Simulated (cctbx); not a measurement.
**Accept or mend?**

Cell a = 7.3100 Å, b = 7.3100 Å, c = 20.0370 Å, α = 90.00°, β = 90.00°, γ = 120.00°; space group R-3 (no. 148). The compound is TeI6.

The data are simulated with cctbx, not measured: Mo Kα, λ = 0.71073 Å, to d = 0.75 Å, 95 % of the full sphere, strongest reflection 20000 counts, noise from counting, a 1.5 % proportional error and a noise floor of 8 counts (s.d.); no absorption.

An anisotropic refinement with weights 1/σ² prints:

```text
Rint 0.020, 517 unique reflections to 0.75 A
cycle     R1     wR2    GooF  max shift (A)
   1  0.0326  0.0732   4.482   0.00044
   2  0.0073  0.0161   0.983   0.00000
final R1 0.0073 wR2 0.0161 GooF 0.983  parameters 11  data/parameter 47.0
atom        x        y        z      Ueq    occ   su(xyz)  su(Uiso or U11)
I1     0.65837  0.02183  0.25773   0.0109  1.000  0.00002  0.0001
Te1    0.00000  0.00000  0.00000   0.0106  1.000  0.00000  0.0001
difference map: max 0.46 min -0.44 rms 0.11
Q1    0.0278  0.5874  0.3881   18    0.48  1.79 A from I1
Q2    0.0000  0.0000  0.2765    6    0.36  2.61 A from I1
Q3    0.0371  0.2185  0.9670   18    0.35  1.62 A from Te1
Q4    0.0438  0.8431  0.5699   18    0.35  1.26 A from I1
Q5    0.0161  0.2689  0.0364   18    0.34  0.86 A from I1
Q6    0.0087  0.1322  0.0076   18    0.33  0.95 A from Te1
```

**Question.** Can this result stand? If not, what is the likely fault?

It can stand. The set-up had a fault (dispersion terms of the wrong wavelength (1.54184 Å)), but the figures of merit move little: R1 = 0.0073, wR2 = 0.0161, GooF = 0.98 against R1 = 0.0073, wR2 = 0.0160, GooF = 0.98 for the right model.

The compound is TeI6. The right model at the same level gives:

```text
Rint 0.020, 517 unique reflections to 0.75 A
cycle     R1     wR2    GooF  max shift (A)
   1  0.0309  0.0708   4.335   0.00044
   2  0.0073  0.0160   0.979   0.00000
final R1 0.0073 wR2 0.0160 GooF 0.979  parameters 11  data/parameter 47.0
atom        x        y        z      Ueq    occ   su(xyz)  su(Uiso or U11)
I1     0.65837  0.02183  0.25773   0.0099  1.000  0.00002  0.0001
Te1    0.00000  0.00000  0.00000   0.0094  1.000  0.00000  0.0001
difference map: max 0.46 min -0.43 rms 0.11
Q1    0.0278  0.5876  0.3881   18    0.47  1.80 A from I1
Q2    0.0000  0.0000  0.2764    6    0.37  2.61 A from I1
Q3    0.0381  0.2206  0.9657   18    0.35  1.64 A from Te1
Q4    0.0439  0.8437  0.5698   18    0.34  1.26 A from I1
Q5    0.0166  0.2692  0.0359   18    0.33  0.87 A from I1
Q6    0.0000  0.0000  0.5000    3    0.32  3.09 A from I1
```

Isotropic U is held between 0.0001 and 1 Å² by the program, and listed peak heights are interpolated, so they can pass the grid's maximum.

The model was made for the exercise: a known structure type with other elements put in, its volume estimated, not relaxed; displacement parameters are assumed.

[Middle refinement cycles are left out of these outputs.]

[Logs are printed without paths, hosts, clocks, repeated set-up lines and the standing remarks that a program may print on its own settings, such as how far it seeks lower states.]
